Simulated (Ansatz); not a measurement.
# S on Hf(0001): change of the work function, part 3 of 3

Wanted: Δφ(θ) for S/Hf(0001), starting from the fcc site.

Ansatz 0.2.0; plane-wave DFT, PBEsol, Ansatz PAW (the session's first sound run).

So far, work function, upper face (eV): step 2 (the clean slab, PBEsol) 4.38; step 5 (the covered slab, k-mesh 6×6×1, coverage 0.5 ML, PBEsol) 5.16; step 6 (the covered slab, k-mesh 11×11×1, coverage 1 ML, PBEsol) 5.80; step 8 (the 0.25 ML cell at another level of theory, functional LDA) 4.78; step 9 (the 0.25 ML cell at another level of theory, functional PBE) 4.53.

## 10. The 0.25 ML cell at another level of theory, functional RPBE

This step: plane-wave DFT, RPBE, Ansatz PAW (Ansatz 0.2.0).

The geometry is kept and the functional is RPBE.

input.yaml reads:

```yaml
crystal:
  lattice:
    - [6.4, 0.0, 0.0]
    - [3.2, 5.5425625842, 0.0]
    - [0.0, 0.0, 27.7227404283]
  atoms:
    - { symbol: Hf, position: [0.3333333333, 0.3333333333, 0.3246432301] }
    - { symbol: Hf, position: [0.0, 0.0, 0.415947335] }
    - { symbol: Hf, position: [0.3316726792, 0.3316726792, 0.5088293713] }
    - { symbol: Hf, position: [-0.0053002053, -0.0053002053, 0.5942710663] }
    - { symbol: Hf, position: [0.3333333333, 0.8333333333, 0.3246432301] }
    - { symbol: Hf, position: [0.0, 0.5, 0.415947335] }
    - { symbol: Hf, position: [0.3316726792, 0.8366546416, 0.5088293713] }
    - { symbol: Hf, position: [-0.0053002053, 0.5106004105, 0.5942710663] }
    - { symbol: Hf, position: [0.8333333333, 0.3333333333, 0.3246432301] }
    - { symbol: Hf, position: [0.5, 0.0, 0.415947335] }
    - { symbol: Hf, position: [0.8366546416, 0.3316726792, 0.5088293713] }
    - { symbol: Hf, position: [0.5106004105, -0.0053002053, 0.5942710663] }
    - { symbol: Hf, position: [0.8333333333, 0.8333333333, 0.3246432301] }
    - { symbol: Hf, position: [0.5, 0.5, 0.415947335] }
    - { symbol: Hf, position: [0.8333333333, 0.8333333333, 0.5069992005] }
    - { symbol: Hf, position: [0.5, 0.5, 0.59175501] }
    - { symbol: S, position: [0.1666666667, 0.1666666667, 0.6533552592] }
kpoints:
  mp_grid: { grid: [6, 6, 1] }
hamiltonian:
  xc: rpbe
scf:
  occupations: { method: fermi_dirac, width: 0.1 }
  convergence: { dr2_threshold: 1.0e-08 }
efield:
  axis: 3
  dipole_correction: true
  ramp_position: 0.97
  ramp_width: 0.06
output:
  write_potential: true
  write_density: true
  volumetric_format: npy
```

Launch:

```console
$ ansatz run input.yaml --threads 4 --pin off --max-ram 12288MiB --backend cpu --events-out ev --progress --plain --runs-dir out
```

Wall time 80 s (4 threads of Arm Neoverse V2, shared host); peak memory 5.1 GiB.

The work function comes to 4.41 eV, -0.19 eV from the first level.

## 11. The series together

Times are for 4 threads of Arm Neoverse V2, shared host. Results by setting:

```
no.  functional  work function, upper face (eV)  dipole along the normal (e·Å)  time  memory (GiB)
  1         lda                           4.780                       -0.04403  77 s           5.1
  2         pbe                           4.530                       -0.03034  77 s           5.1
  3        rpbe                           4.411                       -0.02794  80 s           5.1
```

## 12. The same run with other settings: basis.ecutwfc = "40.4 Ry"

This step: plane-wave DFT, PBEsol, Ansatz PAW (Ansatz 0.2.0).

System of this step: S/Hf(0001). The cell holds 5 atoms: 4 Hf and 1 S. Cell: a = 3.200 Å, b = 3.200 Å, c = 27.723 Å, α = 90.0°, β = 90.0°, γ = 60.0°. Vacuum lies along c.

A run with a changed input: it repeats the earlier run at 1 ML with basis.ecutwfc to 40.4 Ry.

input.yaml, the sections that differ from step 10:

```yaml
crystal:
  lattice:
    - [3.2, 0.0, 0.0]
    - [1.6, 2.7712812921, 0.0]
    - [0.0, 0.0, 27.7227404283]
  atoms:
    - { symbol: Hf, position: [0.6666666667, 0.6666666667, 0.3246432301] }
    - { symbol: Hf, position: [0.0, 0.0, 0.415947335] }
    - { symbol: Hf, position: [0.6666666667, 0.6666666667, 0.5089135937] }
    - { symbol: Hf, position: [0.0, 0.0, 0.592862125] }
    - { symbol: S, position: [0.3333333333, 0.3333333333, 0.6753567699] }
kpoints:
  mp_grid: { grid: [11, 11, 1] }
hamiltonian:
  xc: pbesol
relax:
  f_tol: 0.02
  max_steps: 60
  constraints: [{ sites: [0, 1] }]
output:
  bader: true
  write_potential: true
  write_density: true
  volumetric_format: npy
basis:
  ecutwfc: "40.4 Ry"
# scf, efield: as in step 10
```

It took 55 s on 4 threads; peak memory 0.95 GiB; 3.6 min of CPU time.

Step by step:

```
step  energy less that of the first step (eV)  largest force component (eV/Å)
   1                                   0.0000                          3.2777
   2                                  -0.9063                          2.0127
   3                                  -1.3086                          0.2423
   4                                  -1.3397                          0.0950
   5                                  -1.3403                          0.0436
   6                                  -1.3403                          0.0014
```

Forces are held to the 6 operations that the run works with; a distortion that breaks them can't arise in this run.

The atoms that moved most (Å):

```
atom     dx     dy      dz  length
  S5  0.000  0.000  -0.565   0.565
 Hf4  0.000  0.000   0.113   0.113
 Hf3  0.000  0.000  -0.069   0.069
```

Final coordinates:

```cif
data_structure
_symmetry_space_group_name_H-M 'P 1'
_symmetry_Int_Tables_number 1
_cell_length_a 3.2000
_cell_length_b 3.2000
_cell_length_c 27.7227
_cell_angle_alpha 90.000
_cell_angle_beta 90.000
_cell_angle_gamma 60.000
_cell_volume 245.85
loop_
_atom_site_label
_atom_site_type_symbol
_atom_site_fract_x
_atom_site_fract_y
_atom_site_fract_z
_atom_site_occupancy
Hf1 Hf 0.66667 0.66667 0.32464 1
Hf2 Hf 0.00000 0.00000 0.41595 1
Hf3 Hf 0.66667 0.66667 0.50643 1
Hf4 Hf 0.00000 0.00000 0.59693 1
S5 S 0.33333 0.33333 0.65496 1
```

Numbers from this step:

```yaml
energy_at_zero_smearing: -63277.5190 eV
work_function_upper_face: 5.802 eV
work_function_lower_face: 4.439 eV
dipole_along_the_normal: -0.06680 e·Å
step_between_the_vacuum_levels: 1.363 eV
```

```
                      quantity  this run  earlier run  difference
work function, upper face (eV)     5.802        5.803     -1.5e-4
work function, lower face (eV)     4.439        4.439     -3.5e-5
 dipole along the normal (e·Å)  -0.06680     -0.06681      5.6e-6
```

Nothing in the table moves by 0.01 in its unit (for the dipole 0.5 % and 5e-5 e·Å). The run took 57 SCF cycles against 58.

## 13. Varying the input

System of this step: Hf(0001). The cell holds 4 atoms: 4 Hf. Cell: a = 3.200 Å, b = 3.200 Å, c = 25.594 Å, α = 90.0°, β = 90.0°, γ = 60.0°. Vacuum lies along c.

An input spoilt on purpose, to show how the run answers: it repeats the earlier run at 0 ML with efield.amplitude to 1.5, and scf.max_iter set to 60.

input.yaml reads:

```yaml
crystal:
  lattice:
    - [3.2, 0.0, 0.0]
    - [1.6, 2.7712812921, 0.0]
    - [0.0, 0.0, 25.5936]
  atoms:
    - { symbol: Hf, position: [0.6666666667, 0.6666666667, 0.3516504126] }
    - { symbol: Hf, position: [0.0, 0.0, 0.4505501375] }
    - { symbol: Hf, position: [0.6666666667, 0.6666666667, 0.5494498625] }
    - { symbol: Hf, position: [0.0, 0.0, 0.6483495874] }
kpoints:
  mp_grid: { grid: [11, 11, 1] }
hamiltonian:
  xc: pbesol
scf:
  occupations: { method: fermi_dirac, width: 0.1 }
  convergence: { dr2_threshold: 1.0e-08 }
  max_iter: 60
efield:
  axis: 3
  dipole_correction: true
  ramp_position: 0.97
  ramp_width: 0.06
  amplitude: 1.5
relax:
  f_tol: 0.02
  max_steps: 60
  constraints: [{ sites: [0, 1] }]
output:
  write_potential: true
  write_density: true
  volumetric_format: npy
```

Wall time 24 s (4 threads); peak memory 0.66 GiB.

```
                     quantity  this run  earlier run  difference
dipole along the normal (e·Å)    0.9049     0.003571        0.90
```

The applied field differs between the two, so the dipoles differ in any case.

In so strong a field the program warns of density in the ramp of the sawtooth; these numbers are not the system's.

## 14. What came out

| Item | Value |
| --- | --- |
| work function of the clean face | 4.38 eV |
| work function at 0.11 ML | 4.46 eV |
| work function at 0.25 ML | 4.60 eV |
| work function at 0.5 ML | 5.16 eV |
| work function at 1 ML | 5.80 eV |
| dipole per adsorbate at 0.11 ML, positive end outwards | -0.18 D |

In words: At the lowest coverage S changes the work function of Hf(0001) by under 0.15 eV, within the error of so thin a slab; the largest change, +1.42 eV, comes at higher coverage. The slab has 4 layers, at the tabulated experimental lattice constant, one starting site was run, and quantum-size effects of a slab this thin can reach one or two tenths of an eV.

[Logs are printed without paths, hosts, clocks, repeated set-up lines and the standing remarks that a program may print on its own settings, such as how far it seeks lower states.]

[Hosts, paths, dates, database ids (printed as entryN), source tags and the programs' standing remarks are cut or masked in the printed files.]

[Maps of the electrostatic potential energy from Ansatz leave out the sawtooth potential of an applied field or a dipole correction, so their vacuum need not be flat; planar profiles and work functions include it.]
